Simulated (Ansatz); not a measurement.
# SrLiBr3 (built on the sites of a database entry of BaLiF3): a soft mode frozen in, part 2 of 2

Wanted: the energy along a soft mode of SrLiBr3 (built on the sites of a database entry of BaLiF3) and the structure at the end.

Ansatz 0.2.0; DFT LDA, scalar-relativistic, plane waves, norm-conserving pseudopotentials.

So far, highest frequency on the path or at a solved wavevector (cm⁻¹): step 2 (the dispersion) 380. Also lowest frequency on the path (cm⁻¹): step 2 -84.9.

The structure was built from a prototype and need not be the compound's stable phase.

## (6) Relaxation from the frozen mode

Starting from the lowest point found, all atoms and the cell are let go, so that strain and other modes of the same symmetry can join in.

Input file input.yaml:

```yaml
crystal:
  lattice:
    - [4.9372379283, 4.9372379283, 0.0]
    - [4.9372379283, 0.0, 4.9372379283]
    - [4.9372379283, 0.0, -4.9372379283]
  atoms:
    - { symbol: Sr, position: [0.0, 0.0, 0.0] }
    - { symbol: Sr, position: [0.0, 0.5, 0.5] }
    - { symbol: Li, position: [0.5, 0.25, 0.75] }
    - { symbol: Li, position: [0.5, 0.75, 0.25] }
    - { symbol: Br, position: [0.5, 0.0429657305, 0.4570342695] }
    - { symbol: Br, position: [0.5, 0.4570342695, 0.0429657305] }
    - { symbol: Br, position: [0.585931461, -0.085931461, -0.085931461] }
    - { symbol: Br, position: [0.414068539, 0.585931461, 0.585931461] }
    - { symbol: Br, position: [0.0, 0.4570342695, 0.0429657305] }
    - { symbol: Br, position: [0.0, 0.0429657305, 0.4570342695] }
kpoints:
  mp_grid: { grid: [4, 4, 4] }
hamiltonian:
  xc: lda
  pseudopotentials: { kind: nc }
scf:
  occupations: { method: fixed }
output:
  forces: true
  stress: true
  eigenvalues: true
relax:
  adjacent_minimum: "off"
  f_tol: 0.002
  max_steps: 120
  cell: { stress_tol: 0.03 }
```

Run with:

```console
ansatz run input.yaml --threads 8 --pin off --max-ram 14336MiB --backend cpu --events-out ev --progress --plain --runs-dir out
```

Numbers of over 12 decimals in the logs are rounded to 6 here.

The log of the run:

```text
[...]
Crystal: 10 atoms, lattice volume = 240.703 Å³
Basis set: ecut = 1006.821291 eV, 17477 PW (Γ)
Bands: 44, of which v1, the nominal top of the filled ones, is band 34 counted from 1 (33 counted from 0)
Symmetry: 8 space group operations
[...]
k-points: 18 of 64
[...]
SCF iter   1: F=—  HF=-4850.145883 eV  |F-HF|=—  |Δ(HF+E_count)|=         —  Δρ=3.52e-2  dr2=5.67e0  ethr=3.10e-3  ⟨swp⟩=8.7  Hψ=3964  notcnv=0  defer=123
[...]
SCF iter   8: F=-4847.618925 eV  HF=-4847.618925 eV  |F-HF|=2.92e-9  |Δ(HF+E_count)|=   2.70e-8  Δρ=1.37e-6  dr2=7.97e-9  ethr=1.47e-10  ⟨swp⟩=5.0  Hψ=3195  notcnv=0
SCF 1 converged in 8 iterations: F = -4847.618925 eV  dr2 = 7.97e-9
relax step   1: F+E_penalty+E_count = -4847.61892535 eV  Δ(F+E_penalty+E_count) = +0.000e0 eV  max|allowed force component| = 4.042e-1 eV/Å  Δτ_max = 0.0000 Å  P = +0.693 GPa  Ω = 240.703 Å³  (8 SCF iters, dr2 threshold 1.00e-7 eV, accepted)
Crystal: 10 atoms, lattice volume = 251.859 Å³
Basis set: ecut = 1006.821291 eV, 18281 PW (Γ)
[...]
iter 1 solved again at ethr=4.53e-4 eV; its pass at ethr=3.10e-3 eV (dr2=3.08e-1 eV) is discarded
[...]
SCF iter   6: F=-4847.913701 eV  HF=-4847.913701 eV  |F-HF|=5.83e-9  |Δ(HF+E_count)|=   1.25e-7  Δρ=3.12e-6  dr2=4.27e-8  ethr=1.47e-9  ⟨swp⟩=16.8  Hψ=6012  notcnv=0
SCF 2 converged in 6 iterations: F = -4847.913701 eV  dr2 = 4.27e-8
relax step   2: F+E_penalty+E_count = -4847.91370079 eV  Δ(F+E_penalty+E_count) = -2.948e-1 eV  max|allowed force component| = 8.734e-2 eV/Å  Δτ_max = 0.1964 Å  P = +0.020 GPa  Ω = 251.859 Å³  energy of the carried Pulay correction = -3.374e-4 eV  (6 SCF iters, dr2 threshold 1.00e-6 eV, accepted)
Crystal: 10 atoms, lattice volume = 254.313 Å³
Basis set: ecut = 1006.821291 eV, 18463 PW (Γ)
[...]
SCF iter   6: F=-4847.907152 eV  HF=-4847.907152 eV  |F-HF|=1.10e-9  |Δ(HF+E_count)|=   2.86e-8  Δρ=2.09e-6  dr2=1.17e-8  ethr=5.91e-10  ⟨swp⟩=3.1  Hψ=3235  notcnv=0
SCF 3 converged in 6 iterations: F = -4847.907152 eV  dr2 = 1.17e-8
relax step   3: F+E_penalty+E_count = -4847.90715203 eV  Δ(F+E_penalty+E_count) = +6.549e-3 eV  max|allowed force component| = 1.290e-1 eV/Å  Δτ_max = 0.1238 Å  P = -0.018 GPa  Ω = 254.313 Å³  energy of the carried Pulay correction = -4.096e-4 eV  (6 SCF iters, dr2 threshold 7.35e-7 eV, rejected (line search))
[...]
relax step   4: F+E_penalty+E_count = -4847.94057157 eV  Δ(F+E_penalty+E_count) = -2.687e-2 eV  max|allowed force component| = 2.304e-2 eV/Å  Δτ_max = 0.0604 Å  P = +0.003 GPa  Ω = 253.335 Å³  energy of the carried Pulay correction = -3.809e-4 eV  (8 SCF iters, accepted)
[...]
relax step   5: F+E_penalty+E_count = -4847.94552044 eV  Δ(F+E_penalty+E_count) = -4.949e-3 eV  max|allowed force component| = 1.656e-2 eV/Å  Δτ_max = 0.0149 Å  P = -0.023 GPa  Ω = 254.132 Å³  energy of the carried Pulay correction = -4.043e-4 eV  (5 SCF iters, dr2 threshold 2.23e-7 eV, accepted)
[...]
relax step   6: F+E_penalty+E_count = -4847.94649340 eV  Δ(F+E_penalty+E_count) = -9.730e-4 eV  max|allowed force component| = 9.368e-3 eV/Å  Δτ_max = 0.0150 Å  P = +0.074 GPa  Ω = 254.293 Å³  energy of the carried Pulay correction = -4.090e-4 eV  (5 SCF iters, dr2 threshold 3.85e-8 eV, accepted)
[...]
relax step   7: F+E_penalty+E_count = -4847.94663707 eV  Δ(F+E_penalty+E_count) = -1.437e-4 eV  max|allowed force component| = 9.670e-4 eV/Å  Δτ_max = 0.0020 Å  P = +0.001 GPa  Ω = 254.788 Å³  energy of the carried Pulay correction = -4.235e-4 eV  (4 SCF iters, dr2 threshold 1.82e-8 eV, accepted)
[...]
SCF iter   1: F=—  HF=-4847.947290 eV  |F-HF|=—  |Δ(HF+E_count)|=         —  Δρ=7.11e-5  dr2=5.57e-7  ethr=7.21e-7  ⟨swp⟩=4.8  Hψ=6192  notcnv=0  defer=144
eigensolver tolerance schedule: the retry pair's looser diagonalisation over-reported the residual by 878.89 of it (diagonalisation noise at 0.26 of the residual, at the tolerance the schedule requests for it); recorded, not acted on — ethr = c·dr2/N_el stays at c = 1.0e-1
[...]
SCF iter   2: F=—  HF=-4847.947399 eV  |F-HF|=—  |Δ(HF+E_count)|=   1.09e-4  Δρ=3.52e-5  dr2=1.32e-7  ethr=8.20e-10  ⟨swp⟩=3.8  Hψ=1842  notcnv=0  defer=142
[...]
SCF iter   5: F=-4847.947399 eV  HF=-4847.947399 eV  |F-HF|=0.00e0  |Δ(HF+E_count)|=  5.46e-12  Δρ=5.56e-8  dr2=1.00e-11  ethr=1.00e-12  ⟨swp⟩=19.3  Hψ=6439  notcnv=0
SCF 8 converged in 5 iterations: F = -4847.947399 eV  dr2 = 1.00e-11
relax step   8: F+E_penalty+E_count = -4847.94739909 eV  Δ(F+E_penalty+E_count) = -7.620e-4 eV  max|allowed force component| = 1.012e-3 eV/Å  Δτ_max = 0.0000 Å  P = +0.009 GPa  Ω = 254.788 Å³  stress off target by 1.39e-2 GPa  SCF on the basis re-selected at this cell (its energy is not comparable with the rows above)  (5 SCF iters)
basis re-selected at this cell: Δ(F+E_penalty+E_count) = -7.620e-4 eV, ΔP = +0.007 GPa vs the last step (what re-selecting the basis moved, of the pressure what is left beyond the Pulay correction that the steps carried, after the strain that the cell walked since its last selection, with what the two solves' SCF thresholds leave and, on support functions, any second-order correction that the steps lacked; it is no m [...]
SCF converged after 5 iterations
Free energy (F): -4847.947399 eV
[...]
Internal energy: -4847.947399 eV  (E = F + TS)
E sigma→0 (E₀):  -4847.947399 eV
Fermi energy:    3.863134 eV
[...]
--- Forces (eV/Å), atoms counted from 1 ---
  atom   1  Sr     0.00101155    -0.00101155     0.00000000
  atom   2  Sr    -0.00101155     0.00101155     0.00000000
  atom   3  Li    -0.00000000     0.00000000     0.00000000
  atom   4  Li    -0.00000000     0.00000000     0.00000000
  atom   5  Br     0.00000000    -0.00000000     0.00064704
  atom   6  Br     0.00000000     0.00000000    -0.00064704
  atom   7  Br     0.00046259    -0.00046259     0.00000000
  atom   8  Br    -0.00046259     0.00046259     0.00000000
  atom   9  Br     0.00000000     0.00000000    -0.00064704
  atom  10  Br     0.00000000     0.00000000     0.00064704
  max |Σ_I F_I| component: 3.47e-18 eV/Å
--- Stress (GPa, compression-positive) ---
        0.006067      -0.002653       0.000000
       -0.002653       0.006067      -0.000000
        0.000000      -0.000000       0.013883
  P = ⅓ Tr σ = 0.0087 GPa (0.087 kbar)
--- Band table (eV; the first three rows and the last of 18) ---
  k-point 0: bands = [... 30 lower, 3.3980, 3.6830, 3.7525, 3.8631, 7.5745, 8.4468, 8.9486, 9.0473, ... 6 higher]
  k-point 1: bands = [... 30 lower, 3.3602, 3.5580, 3.6792, 3.7908, 8.0119, 8.6636, 9.0678, 9.3398, ... 6 higher]
  k-point 2: bands = [... 30 lower, 3.4196, 3.4778, 3.6225, 3.7027, 8.3129, 8.7505, 9.4014, 9.5655, ... 6 higher]
  k-point 17: bands = [... 30 lower, 3.2001, 3.2001, 3.4524, 3.4524, 9.1001, 9.1001, 9.3380, 9.3380, ... 6 higher]
--- Relaxed structure (7 steps of the walk, 6 accepted, 1 SCFs on fresh bases) ---
  F+E_penalty+E_count = -4847.94739909 eV   max|allowed force component| = 1.012e-3 eV/Å   (the final SCF, on the basis selected at the relaxed cell)
  cell:  # Å, volume = 254.7879 Å³
    - [4.983799, 4.983799, 0.0]
    - [4.986080, -0.00228091, 5.124249]
    - [4.986080, -0.00228091, -5.124249]
  atoms:
    - { symbol: Sr, position: [-0.033669, 0.033669, 0.033669] }
    - { symbol: Sr, position: [0.033669, 0.466331, 0.466331] }
    - { symbol: Li, position: [0.5, 0.250000, 0.750000] }
    - { symbol: Li, position: [0.5, 0.750000, 0.250000] }
    - { symbol: Br, position: [0.5, 0.060965, 0.439035] }
    - { symbol: Br, position: [0.5, 0.439035, 0.060965] }
    - { symbol: Br, position: [0.615883, -0.115883, -0.115883] }
    - { symbol: Br, position: [0.384117, 0.615883, 0.615883] }
    - { symbol: Br, position: [0, 0.439035, 0.060965] }
    - { symbol: Br, position: [0, 0.060965, 0.439035] }
```

It took 38 s on 8 threads of Intel Xeon Platinum 8488C (Sapphire Rapids), shared host; peak memory 2.2 GiB; 4.9 min of CPU time.

Step by step:

```tsv
step	energy less that of the first step (eV)	largest force component (eV/Å)	pressure (GPa)	volume (Å³)
1	0.0000	0.4042	0.69	240.70
2	-0.2948	0.0873	0.02	251.86
3	-0.2882	0.1290	-0.02	254.31
4	-0.3216	0.0230	0.00	253.33
5	-0.3266	0.0166	-0.02	254.13
6	-0.3276	0.0094	0.07	254.29
7	-0.3277	0.0010	0.00	254.79
8*	-0.3285	0.0010	0.01	254.79
```

Relaxation steps marked * repeat the geometry before them on a plane-wave basis chosen anew for their cell, so energy and pressure can jump there. Relaxation step 3 was tried and not accepted.

Forces are held to the 8 operations that the run works with; a distortion that breaks them can't arise in this run.

```tsv
conventional cell, symmetrised	before	after	change
a (Å)	6.982	7.048	+0.9 %
b (Å)	9.874	10.248	+3.8 %
c (Å)	6.982	7.055	+1.0 %
volume (Å³/atom)	24.07	25.48	+5.9 %
```

The atoms that moved most (Å, as changes of fractional coordinates times the final cell):

```tsv
atom	dx	dy	dz	length
Sr1	0.168	-0.168	0.000	0.238
Sr2	-0.168	0.168	0.000	0.238
Br8	0.149	-0.149	0.000	0.211
Br7	-0.149	0.149	0.000	0.211
Br5	0.000	0.000	0.184	0.184
Br6	0.000	0.000	-0.184	0.184
Br9	0.000	0.000	-0.184	0.184
Br10	0.000	0.000	0.184	0.184
```

Final coordinates:

```
Sr Li Br
1.0
     4.98380    4.98380    0.00000
     4.98608   -0.00228    5.12425
     4.98608   -0.00228   -5.12425
Sr Li Br
2 2 6
Direct
  0.96633 0.03367 0.03367
  0.03367 0.46633 0.46633
  0.50000 0.25000 0.75000
  0.50000 0.75000 0.25000
  0.50000 0.06096 0.43904
  0.50000 0.43904 0.06096
  0.61588 0.88412 0.88412
  0.38412 0.61588 0.61588
  0.00000 0.43904 0.06096
  0.00000 0.06096 0.43904
```

This step gave:

```yaml
pressure: 0.008672 GPa
gap_on_the_k_mesh: 3.711 eV
volume_per_atom: 25.48 Å³
```

The distorted start has space group Imma; the relaxation ends in Imma.

## (7) Outcome

| Quantity | Value |
| --- | --- |
| unstable mode of the parent | q = (-0.5, -0.5, -0.5), 85i cm⁻¹ |
| depth at the lowest point sampled | 87.1 meV/atom |
| largest atomic shift at that point | 0.6 Å |
| space group reached (within 0.01 Å) | Imma |
| energy gained over the parent (first relaxation, on the mesh of the frozen mode) | 120 meV/atom |
| volume per atom, phase reached | 25.5 Å³ |
| gap on the k-mesh, phase reached | 3.71 eV |

Along this mode the structure falls into Imma, 120 meV/atom below the parent. At the parent's cell the well is 87.07 meV/atom deep on the steps tried, with its lowest point at a shift of 0.6 Å. That is the last step tried, so the steps alone don't bracket the bottom of the well. Relaxing atoms and cell changes the gain by +32.85 meV/atom against the lowest step (energies at zero smearing). The modes of the phase reached were not computed on this path. Of the 4 patterns followed to their end from this parent, this one reaches the lowest energy. Each path keeps the symmetry of its pattern, so a lower phase may lie along a pattern not tried. The starting cell was built on a prototype and not taken from a measurement, so the phase need not exist.

[Logs are printed without paths, hosts, clocks, repeated set-up lines and the standing remarks that a program may print on its own settings, such as how far it seeks lower states.]

[Hosts, paths, dates, database ids (printed as entryN), source tags and the programs' standing remarks are cut or masked in the printed files.]
